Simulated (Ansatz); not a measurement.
An input for Ansatz 0.2.0 (AsP (puckered monolayer)):

```yaml
crystal:
  lattice:
    - [4.3684249849, 0.0, 0.0]
    - [0.0, 3.5070573248, 0.0]
    - [0.0, 0.0, 28.0]
  atoms:
    - { symbol: P, position: [0.0561186001, 0.0, 0.5382768935] }
    - { symbol: As, position: [0.4195760041, 0.5, 0.5427027093] }
    - { symbol: As, position: [0.5804239959, 0.5, 0.4572972907] }
    - { symbol: P, position: [0.9438813999, 0.0, 0.4617231065] }
  periodic: [true, true, false]
kpoints:
  mp_grid: { grid: [4, 4, 1] }
  band_path:
    path:
      - [0.0, 0.0, 0.0]
      - [0.5, 0.0, 0.0]
      - [0.5, 0.5, 0.0]
      - [0.0, 0.5, 0.0]
      - [0.35, 0.0, 0.0]
    npoints: 1
hamiltonian:
  xc: hse06
  pseudopotentials: { kind: paw, azcp: { folder: soft_1 } }
scf:
  occupations: { method: fixed }
  n_extra_bands: 5
  convergence: { dr2_threshold: 1.0e-10 }
output:
  eigenvalues: true
  write_density: true
  write_potential: true
  elf: true
  volumetric_format: npy
```

```sh
ansatz run input.yaml --threads 4 --pin off --max-ram 17510MiB --backend cpu --events-out ev --progress --plain --runs-dir out
```

Question: How long will it take on 4 threads of Arm Neoverse V1, shared host, and how much memory?

It took 98 s; on shared hardware allow 49 s to 3.3 min. Peak host memory was 6.5 GiB. The sizes that set the cost: 8397 plane waves a state, 9 irreducible k points and 22 SCF cycles.

Exact exchange couples every pair of k points and filled bands, so it costs far more than a semilocal run.

[Paths, hosts, dates, memory and timing lines, banners, echoed tables and standing remarks are left out of the program output.]

[Logs are printed without paths, hosts, clocks, repeated set-up lines and the standing remarks that a program may print on its own settings, such as how far it seeks lower states.]

[Runs of the session that timed out or met a known fault of the program may be left out.]

[Cells called generated may have been cut or substituted from an entry of the Crystallography Open Database or the Materials Project.]

[Hosts, paths, dates, database ids (printed as entryN), source tags and the programs' standing remarks are cut or masked in the printed files.]
